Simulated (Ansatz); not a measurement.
# Bi2Se3 quintuple layer monolayer in a perpendicular field, part 2 of 2

Aim: how the Bi2Se3 quintuple layer monolayer screens a field along its normal, and what the field does to its bands. A positive field points along +c.

Ansatz 0.2.0; plane-wave DFT, PBE-D3(BJ), Ansatz PAW (set soft_1); PAW set soft_1.

So far. Step 2 (Relaxing the slab): The lattice constant a goes from 4.190 to 4.125 Å.

## Step 3: Atoms held, field 0

A sawtooth potential applies the field, turning back in the middle of the vacuum. With the dipole correction the typed value is the field outside the slab. The induced dipole is small, so the SCF threshold is tight.

The cell differs from the one that the last finished run ended in (c 45.400 → 25.034 Å).

The input, input.yaml:

```yaml
crystal:
  lattice:
    - [4.1245829199, 0.0, 0.0]
    - [-2.0622914599, 3.5719935886, 0.0]
    - [0.0, 0.0, 25.0338834121]
  atoms:
    - { symbol: Se, position: [0.3333333333, 0.6666666667, 0.3595127393] }
    - { symbol: Bi, position: [0.6666666667, 0.3333333333, 0.4225994681] }
    - { symbol: Se, position: [0.0, 0.0, 0.5] }
    - { symbol: Bi, position: [0.3333333333, 0.6666666667, 0.5774005319] }
    - { symbol: Se, position: [0.6666666667, 0.3333333333, 0.6404872607] }
kpoints:
  mp_grid: { grid: [12, 12, 1] }
  band_path:
    path: [[0, 0, 0], [0.5, 0, 0], [0.33333333, 0.33333333, 0], [0, 0, 0]]
    npoints: 16
hamiltonian:
  xc: pbe
  dispersion: d3bj
  pseudopotentials: { kind: paw, azcp: { folder: soft_1 } }
scf:
  occupations: { method: fermi_dirac, width: 0.02585 }
  convergence: { dr2_threshold: 1.0e-10 }
efield:
  axis: 3
  dipole_correction: true
  ramp_position: 0.97
  ramp_width: 0.06
  amplitude: 0
output:
  dos: { projected: true, e_range: [-6, 5] }
  write_potential: true
  write_density: true
  volumetric_format: npy
  elf: true
```

Command:

```bash
> ansatz run input.yaml --threads 2 --pin off --max-ram 3072MiB --backend cpu --events-out ev --progress --plain --runs-dir out
```

Numbers of over 12 decimals in the logs are rounded to 6 here.

The program printed:

```text
[...]
Crystal: 5 atoms, lattice volume = 368.824 Å³
Basis set: ecut = 420 eV, 7151 PW (Γ)
Bands: 47, of which v1, the nominal top of the filled ones, is band 39 counted from 1 (38 counted from 0)
Symmetry: 6 space group operations
k-points: 19 of 144 (time reversal used)
[...]
SCF iter   1: F=—  HF=-41210.118161 eV  |F-HF|=—  |Δ(HF+E_count)|=         —  Δρ=1.97e-2  dr2=3.85e0  ethr=3.10e-3  p=0.000 e·Å  D=5.03e-15 V/Å  ΔV_dip=-0.00 eV  dr2_dipole=1.76e-9  V_vac-E_F(+/−)=5.45/5.45 eV  ⟨swp⟩=9.6  Hψ=3970  notcnv=0
efield: sawtooth ramp at fractional position 0.9700 (set: `efield.ramp_position`, or a place that a band, a saddle search or an elastic batch's reference lends), width 0.0600; the density the first Hamiltonian is built on has a dipole p = 0.000 e·Å; the dipole correction subtracts the counter field D = 5.03e-15 V/Å, which shifts the + side's vacuum level by -0.00 eV against the − side's; the planar-averaged density in the ramp window peaks in size at 5.8e-6 e/Å³
[...]
SCF iter   2: F=—  HF=-41209.458110 eV  |F-HF|=—  |Δ(HF+E_count)|=   6.60e-1  Δρ=9.40e-3  dr2=2.00e0  ethr=3.10e-3  p=0.000 e·Å  D=9.04e-6 V/Å  ΔV_dip=-0.00 eV  dr2_dipole=1.18e-8  V_vac-E_F(+/−)=6.12/6.12 eV  ⟨swp⟩=3.0  Hψ=1490  notcnv=0  defer=27
[...]
SCF iter  14: F=-41209.252751 eV  HF=-41209.252751 eV  |F-HF|=3.64e-11  |Δ(HF+E_count)|=  5.82e-11  Δρ=5.87e-8  dr2=3.83e-11  ethr=1.00e-12  p=0.000 e·Å  D=4.10e-8 V/Å  ΔV_dip=-0.00 eV  dr2_dipole=4.05e-14  V_vac-E_F(+/−)=5.44/5.44 eV  ⟨swp⟩=12.0  Hψ=2681  notcnv=0
SCF 1 converged in 14 iterations: F = -41209.252751 eV  dr2 = 3.83e-11
[...]
NSCF: frozen V_eff on 49 k-points
efield: sawtooth ramp at fractional position 0.9700 (kept from the solve that this one continues, or follows in the run), width 0.0600; the density the first Hamiltonian is built on has a dipole p = 0.000 e·Å; the dipole correction subtracts the counter field D = 4.10e-8 V/Å, which shifts the + side's vacuum level by -0.00 eV against the − side's; the planar-averaged density in the ramp window peaks in size at 5.7e-6 e/Å³
[...]
SCF converged after 14 iterations
Free energy (F): -41209.252751 eV
[...]
Internal energy: -41209.252751 eV  (E = F + TS)
E sigma→0 (E₀):  -41209.252751 eV
Fermi energy:    0.037367 eV
Dipole field:    D = -0.000000 V/Å  (p = -0.000000 e·Å, saw-weighted, corrected)
Work function:   Φ+ = 5.4353 eV   Φ− = 5.4353 eV
Levels:          The Fermi level and band energies are counted from a zero that moves with the ramp; work functions are not
[...]
--- Band table (eV; the first three rows and the last of 19) ---
  k-point 0: bands = [... 35 lower, -1.2130, -1.1071, -1.1071, -0.8319, 0.4742, 1.7236, 1.7236, 2.2301, ... 4 higher]
  k-point 1: bands = [... 35 lower, -1.5525, -1.0717, -0.8758, -0.5279, 0.9091, 1.4779, 1.8361, 2.4464, ... 4 higher]
  k-point 2: bands = [... 35 lower, -1.7687, -1.0609, -0.8048, -0.5393, 1.2010, 1.9956, 2.0765, 2.4087, ... 4 higher]
  k-point 18: bands = [... 35 lower, -2.7567, -1.7956, -0.8757, -0.8757, 1.8374, 2.6387, 2.6387, 3.8973, ... 4 higher]
```

It took 32 s on 2 threads of Arm Neoverse V2, shared host; peak memory 0.86 GiB.

In the SCF lines HF is the Harris–Foulkes energy and dr2 the Hartree energy of the density residual, in eV; the loop may stop once dr2 is under the threshold and the program's other checks hold. Hψ counts applications of the Hamiltonian.

Numbers from this step:

| Quantity | Value |
| --- | --- |
| dipole along the normal | -3.23e-7 e·Å |
| gap along the path | 0.9502 eV |
| smallest direct gap along the path | 1.306 eV |
| ionisation energy, upper face | 5.949 eV |
| electron affinity, upper face | 4.998 eV |
| gap, the smaller of path and mesh | 0.9452 eV |

Running mean over a fixed 2.6 Å (it still follows the layers) of the planar mean; the ramp of the sawtooth is left out. Table of electron's electrostatic potential energy less the Fermi level by z:

| z (Å) | electron's electrostatic potential energy less the Fermi level (eV) |
| --- | --- |
| 3.5 | 5.44 |
| 4.0 | 5.44 |
| 4.5 | 5.43 |
| 5.0 | 5.43 |
| 5.5 | 5.43 |
| 6.0 | 5.40 |
| 6.5 | 5.30 |
| 7.0 | 4.82 |
| 7.5 | 3.79 |
| 8.0 | 2.58 |
| 8.5 | 0.910 |
| 9.0 | -1.37 |
| 9.5 | -3.87 |
| 10.0 | -5.19 |
| 10.5 | -5.36 |
| 11.0 | -5.06 |
| 11.5 | -4.05 |
| 12.0 | -2.53 |
| 12.5 | -1.47 |
| 13.0 | -2.42 |
| 13.5 | -3.97 |
| 14.0 | -5.01 |
| 14.5 | -5.35 |
| 15.0 | -5.22 |
| 15.5 | -4.00 |
| 16.0 | -1.55 |
| 16.5 | 0.774 |
| 17.0 | 2.48 |
| 17.5 | 3.72 |
| 18.0 | 4.76 |
| 18.5 | 5.28 |
| 19.0 | 5.40 |
| 19.5 | 5.43 |
| 20.0 | 5.43 |
| 20.5 | 5.43 |
| 21.0 | 5.44 |
| 21.5 | 5.44 |

The density of states has structure finer than the step of the table below, so its rows give means over 0.2 eV, whole bins alone (the curve runs from -6 to 2.41 eV). Peaks (eV: height): -3.77: 12.4, -2.64: 7.35, -1.59: 18.4, -0.84: 8.23, -0.57: 15.1, 1.86: 9.27, 2.05: 9.62.

Table of density of states by energy, zero at the Fermi level of the run, which the smearing sets inside the gap; means over each step:

| energy (eV) | density of states (states/eV a cell) |
| --- | --- |
| -5.4 | 0 |
| -5.2 | 0.363 |
| -5.0 | 1.89 |
| -4.8 | 2.21 |
| -4.6 | 1.37 |
| -4.4 | 1.84 |
| -4.2 | 1.77 |
| -4.0 | 2.53 |
| -3.8 | 4.62 |
| -3.6 | 4.33 |
| -3.4 | 4.56 |
| -3.2 | 4.08 |
| -3.0 | 4.32 |
| -2.8 | 4.63 |
| -2.6 | 5.67 |
| -2.4 | 4.39 |
| -2.2 | 3.97 |
| -2.0 | 2.89 |
| -1.8 | 3.24 |
| -1.6 | 6.19 |
| -1.4 | 4.64 |
| -1.2 | 5.18 |
| -1.0 | 4.07 |
| -0.8 | 6.54 |
| -0.6 | 5.18 |
| -0.4 | 0.0360 |
| -0.2 | 0 |
| 0.0 | 0 |
| 0.2 | 0 |
| 0.4 | 0.00486 |
| 0.6 | 0.0717 |
| 0.8 | 0.163 |
| 1.0 | 0.316 |
| 1.2 | 1.54 |
| 1.4 | 2.70 |
| 1.6 | 2.76 |
| 1.8 | 4.52 |
| 2.0 | 5.48 |
| 2.2 | 3.55 |

Projected DOS per atom over height of the atomic layer and energy from the Fermi level. Layers: Se Bi Se Bi Se from below.

Values in states/eV, 22 rows by 5 columns, each cell a mean:
```
0.74 1.30 0.08 1.30 0.74
0.80 1.48 0.15 1.48 0.80
0.41 0.83 0.15 0.83 0.41
0.13 0.30 0.06 0.30 0.13
0.01 0.04 0.01 0.04 0.01
0.00 0.00 0.00 0.00 0.00
0.00 0.00 0.00 0.00 0.00
0.48 0.09 0.37 0.09 0.48
1.47 0.33 1.48 0.33 1.47
1.28 0.15 2.02 0.15 1.28
1.57 0.18 1.69 0.18 1.57
0.95 0.35 0.41 0.35 0.95
1.28 0.66 0.65 0.66 1.28
1.35 0.80 0.76 0.80 1.35
0.88 0.73 0.92 0.73 0.88
0.92 0.82 0.94 0.82 0.92
0.57 0.68 0.93 0.68 0.57
0.23 0.40 0.63 0.40 0.23
0.21 0.38 0.56 0.38 0.21
0.17 0.32 0.47 0.32 0.17
0.00 0.00 0.00 0.00 0.00
0.00 0.00 0.00 0.00 0.00
```
Columns: height of the atomic layer (Å) from 9 to 16.0 (not evenly spaced); rows upwards: energy from the Fermi level (eV) from -5.96 to 2.41.

Electronic bands along the path, in eV, zero at the Fermi level of the run, which the smearing sets inside the gap:

| point | band 36 | band 37 | band 38 | band 39 | band 40 | band 41 | band 42 | band 43 |
| --- | --- | --- | --- | --- | --- | --- | --- | --- |
| Γ | -1.25 | -1.14 | -1.14 | -0.87 | 0.44 | 1.69 | 1.69 | 2.19 |
| halfway | -1.75 | -1.46 | -1.15 | -0.54 | 1.20 | 2.23 | 2.28 | 2.90 |
| M | -2.29 | -1.57 | -1.31 | -1.09 | 1.21 | 2.34 | 2.36 | 3.08 |
| halfway | -2.66 | -1.59 | -1.21 | -0.80 | 1.84 | 2.01 | 2.64 | 3.54 |
| K | -2.79 | -1.83 | -0.91 | -0.91 | 1.80 | 2.60 | 2.60 | 3.86 |
| halfway | -2.07 | -1.39 | -0.76 | -0.71 | 1.71 | 1.93 | 2.46 | 2.80 |
| Γ | -1.25 | -1.14 | -1.14 | -0.87 | 0.44 | 1.69 | 1.69 | 2.19 |

Electrostatic potential energy in the ca plane at fractional y = 0.333, with atoms of Bi and Se within 0.2 Å of it. With pseudopotentials it is smooth inside the atoms' cores, unlike the true potential.

Ten even steps from '0' (-37 eV) to '9' (5 eV), each cell a mean:
```
99999999999999999999987656789999998888878899
99999999999999999999974100378999999987544689
99999999999999999999861000058999999985687579
99999999999999999999860000048999999984799569
99999999999999999999861000168999999985576579
99999999999999999999985201478999999987555789
99999999999999999999988766789999988888888999
99999999999999999999888888999999888788999999
99999999999999999998889999999888887778999999
99999999999999999998889999999888887778999999
99999999999999999999998888899999988888999999
```
Columns run along c (16.0 Å, from fractional 0.07 to 0.71 of the cell; values clipped at the 3rd and 97th percentile), rows up along a (4.1 Å). Atoms in or near the plane, at fractional coordinates: Bi at (0.42, 0.67), Se at (0.64, 0.67).

Valence density in the ca plane at fractional y = 0.333, with atoms of Bi and Se within 0.2 Å of it. It is the smooth field of the valence electrons, not physical close to the nuclei.

Values in e/Å³, 6 rows by 16 columns, each cell a mean:
```
 0  0  0  0  0  0  0  0  1  1  0  0  0  0  1  0
 0  0  0  0  0  0  0  0  4  4  0  0  0  1 18  1
 0  0  0  0  0  0  0  0  3  3  0  0  0  1  9  0
 0  0  0  0  0  0  0  0  0  0  0  0  0  0  0  0
 0  0  0  0  0  0  0  0  0  0  0  0  0  0  0  0
 0  0  0  0  0  0  0  0  0  0  0  0  0  0  0  0
```
Columns run along c (16.0 Å, from fractional 0.07 to 0.71 of the cell), rows up along a (4.1 Å). Atoms in or near the plane, at fractional coordinates: Bi at (0.42, 0.67), Se at (0.64, 0.67).

ELF in the ca plane at fractional y = 0.333, with atoms of Bi and Se within 0.2 Å of it. It is the smooth field of the valence electrons, not physical close to the nuclei.

Ten even steps from '0' (0.00) to '9' (0.85), each cell a mean:
```
00000000000000001234433444322443111246888876
00000000000000000011234444542111001368889998
00000000000000000000234212442100001478635999
00000000000000000000234221453100001478413899
00000000000000000001234322442100001478646999
00000000000000000112234444432111001358889997
00000000000000001345543344323443212235788875
00000000000000013577764322236775323333444421
00000000000000125788875311147886333432110000
00000000000000124688875311147886333432211000
00000000000000013567764322235775323333455432
```
Columns run along c (16.0 Å, from fractional 0.07 to 0.71 of the cell), rows up along a (4.1 Å). Atoms in or near the plane, at fractional coordinates: Bi at (0.42, 0.67), Se at (0.64, 0.67).

The gap is 0.95 eV, with the valence edge 5.95 eV and the conduction edge 5.00 eV under the upper vacuum level. Spin-orbit coupling, left out in this run, matters for the bands of elements this heavy.

## Step 4: Atoms held, field 0.1 V/Å

input.yaml: that of step 3 with these lines changed.

```diff
@@ -26,7 +26,6 @@
   dipole_correction: true
-  ramp_position: 0.97
-  ramp_width: 0.06
-  amplitude: 0
+  ramp_position: 0.9561
+  ramp_width: 0.0879
+  amplitude: 0.1
 output:
-  dos: { projected: true, e_range: [-6, 5] }
   write_potential: true
@@ -34,2 +33 @@
   volumetric_format: npy
-  elf: true
```

The program printed:

```text
[...]
Crystal: 5 atoms, lattice volume = 368.824 Å³
Basis set: ecut = 420 eV, 7151 PW (Γ)
Bands: 47, of which v1, the nominal top of the filled ones, is band 39 counted from 1 (38 counted from 0)
Symmetry: 6 space group operations
k-points: 19 of 144 (time reversal used)
[...]
k-point 0: bands = [... 35 lower, -1.2145, -1.1075, -1.1075, -0.8315, 0.4737, 1.7230, 1.7230, 2.2296, ... 4 higher]
  k-point 1: bands = [... 35 lower, -1.5530, -1.0721, -0.8767, -0.5280, 0.9085, 1.4773, 1.8355, 2.4458, ... 4 higher]
  k-point 2: bands = [... 35 lower, -1.7691, -1.0613, -0.8056, -0.5394, 1.2004, 1.9949, 2.0759, 2.4083, ... 4 higher]
  k-point 18: bands = [... 35 lower, -2.7519, -1.7961, -0.8771, -0.8754, 1.8368, 2.6340, 2.6422, 3.8968, ... 4 higher]
[key lines of the parts left out:]
SCF converged after 16 iterations
Free energy (F): -41209.256389 eV
Fermi energy:    0.036983 eV
Dipole field:    D = 0.035693 V/Å  (p = 0.072751 e·Å, saw-weighted, corrected)
```

Run time: 36 s. Hardware: 2 threads; peak memory 0.74 GiB; 71 s of CPU time.

The dipole is 0.0728 e·Å, and the gap 0.945 eV.

## Step 5: Atoms held, field -0.1 V/Å

input.yaml: that of step 4 with these lines changed.

```diff
@@ -28,3 +28,3 @@
   ramp_width: 0.0879
-  amplitude: 0.1
+  amplitude: -0.1
 output:
```

The program printed:

```text
[...]
Crystal: 5 atoms, lattice volume = 368.824 Å³
Basis set: ecut = 420 eV, 7151 PW (Γ)
Bands: 47, of which v1, the nominal top of the filled ones, is band 39 counted from 1 (38 counted from 0)
Symmetry: 6 space group operations
k-points: 19 of 144 (time reversal used)
[...]
k-point 0: bands = [... 35 lower, -1.2143, -1.1073, -1.1073, -0.8313, 0.4739, 1.7231, 1.7231, 2.2298, ... 4 higher]
  k-point 1: bands = [... 35 lower, -1.5528, -1.0719, -0.8765, -0.5278, 0.9087, 1.4775, 1.8357, 2.4460, ... 4 higher]
  k-point 2: bands = [... 35 lower, -1.7689, -1.0612, -0.8054, -0.5393, 1.2006, 1.9951, 2.0761, 2.4085, ... 4 higher]
  k-point 18: bands = [... 35 lower, -2.7517, -1.7960, -0.8769, -0.8752, 1.8370, 2.6341, 2.6423, 3.8969, ... 4 higher]
[key lines of the parts left out:]
SCF converged after 16 iterations
Free energy (F): -41209.256389 eV
Fermi energy:    0.037144 eV
Dipole field:    D = -0.035693 V/Å  (p = -0.072751 e·Å, saw-weighted, corrected)
```

Elapsed: 37 s, on 2 threads; peak memory 0.74 GiB; 74 s of CPU time.

The dipole is -0.0728 e·Å, and the gap 0.945 eV.

## Step 6: Response, atoms held

This step: plane-wave DFT, PBE-D3(BJ), Ansatz PAW (set soft_1); response to a field along the normal, atoms held; PAW set soft_1 (Ansatz 0.2.0).

The dipoles give the slope, and the difference of two potentials shows where the field is screened.

This step gave:

* equivalent conductor thickness p/(ε₀AE): 8.935 Å
* distance between the outer atoms: 7.034 Å

The dipole of the cell by applied field:

| applied field (V/Å) | dipole of the cell (e·Å) |
| --- | --- |
| -0.1000 | -0.0728 |
| 0.0000 | -3.2e-7 |
| 0.1000 | 0.0728 |

Local field over the applied field, running mean. From the potentials at -0.1 and 0.1 V/Å; running mean over 2.5 Å. Local field over applied field against z:

z (Å), local field over applied field and a bar:
```
        5      0.996 ##############################
        6      0.969 #############################
        7      0.817 ########################
        8      0.491 ##############
        9      0.162 ####
       10      0.038 
       11      0.035 
       12      0.041 
       13      0.041 
       14      0.036 
       15      0.037 
       16      0.153 ####
       17      0.479 ##############
       18      0.808 ########################
       19      0.966 #############################
       20      0.996 ##############################
       21      1.000 ##############################
```

Electrons, planar mean, per unit field. The induced electron density by z:

| z (Å) | induced electron density (e/Å³ per V/Å) |
| --- | --- |
| 4.5 | 5.0e-6 |
| 5.0 | 1.6e-5 |
| 5.5 | 5.0e-5 |
| 6.0 | 1.5e-4 |
| 6.5 | 4.1e-4 |
| 7.0 | 0.00105 |
| 7.5 | 0.00230 |
| 8.0 | 0.00338 |
| 8.5 | 0.00213 |
| 9.0 | 0.00103 |
| 9.5 | 7.3e-4 |
| 10.0 | -2.3e-4 |
| 10.5 | -6.6e-4 |
| 11.0 | -7.2e-5 |
| 11.5 | 2.7e-4 |
| 12.0 | 2.1e-4 |
| 12.5 | 1.4e-5 |
| 13.0 | -2.0e-4 |
| 13.5 | -2.9e-4 |
| 14.0 | 4.6e-5 |
| 14.5 | 6.3e-4 |
| 15.0 | 3.0e-4 |
| 15.5 | -7.0e-4 |
| 16.0 | -9.7e-4 |
| 16.5 | -0.00202 |
| 17.0 | -0.00339 |
| 17.5 | -0.00240 |
| 18.0 | -0.00111 |
| 18.5 | -4.3e-4 |
| 19.0 | -1.6e-4 |
| 19.5 | -5.3e-5 |
| 20.0 | -1.7e-5 |
| 20.5 | -5.4e-6 |
| 21.0 | -1.6e-6 |

The smaller of the gaps on the path and on the k-mesh, counted as 0 under 0.03 eV. The gap stays at 0.945 eV for applied field from -0.1 to 0.1 V/Å.

By hand: between -0.1 and 0.1 V/Å the dipole changes by 0.1455 e·Å, a slope of 0.7275 e·Å²/V. A perfect conductor of thickness t has p = ε₀AEt, so t = 180.95 × 0.7275 / 14.733 = 8.94 Å (e/ε₀ = 180.95 V·Å, A in Å²).

The induced dipole is that of a conductor 8.94 Å thick.

## Step 7: Summary of results

* gap without field: 0.945 eV
* ionisation energy, upper face: 5.95 eV
* electron affinity, upper face: 5.00 eV
* equivalent conductor thickness, atoms held: 8.94 Å

**Reading.** The induced dipole equals that of a perfect conductor 8.94 Å thick, while the outer atoms lie 7.03 Å apart; an out-of-plane ε follows only once a thickness t is chosen, by 1 − 1/ε = 8.94 Å / t. The gap stays within 0.01 eV of 0.95 eV over the fields run, up to 0.1 V/Å in size. Semilocal functionals give gaps that are too small, and excitons are not included. Spin-orbit coupling is left out, which matters for the bands of elements this heavy.

[Logs are printed without paths, hosts, clocks, repeated set-up lines and the standing remarks that a program may print on its own settings, such as how far it seeks lower states.]

[Hosts, paths, dates, database ids (printed as entryN), source tags and the programs' standing remarks are cut or masked in the printed files.]

[Maps of the electrostatic potential energy from Ansatz leave out the sawtooth potential of an applied field or a dipole correction, so their vacuum need not be flat; planar profiles and work functions include it.]

[The density of states shown here was stored with 400 of the rows of the run's finer table, so its peaks can read low, often by over a quarter, or be missed, and its means over a window can be off by a tenth or more.]
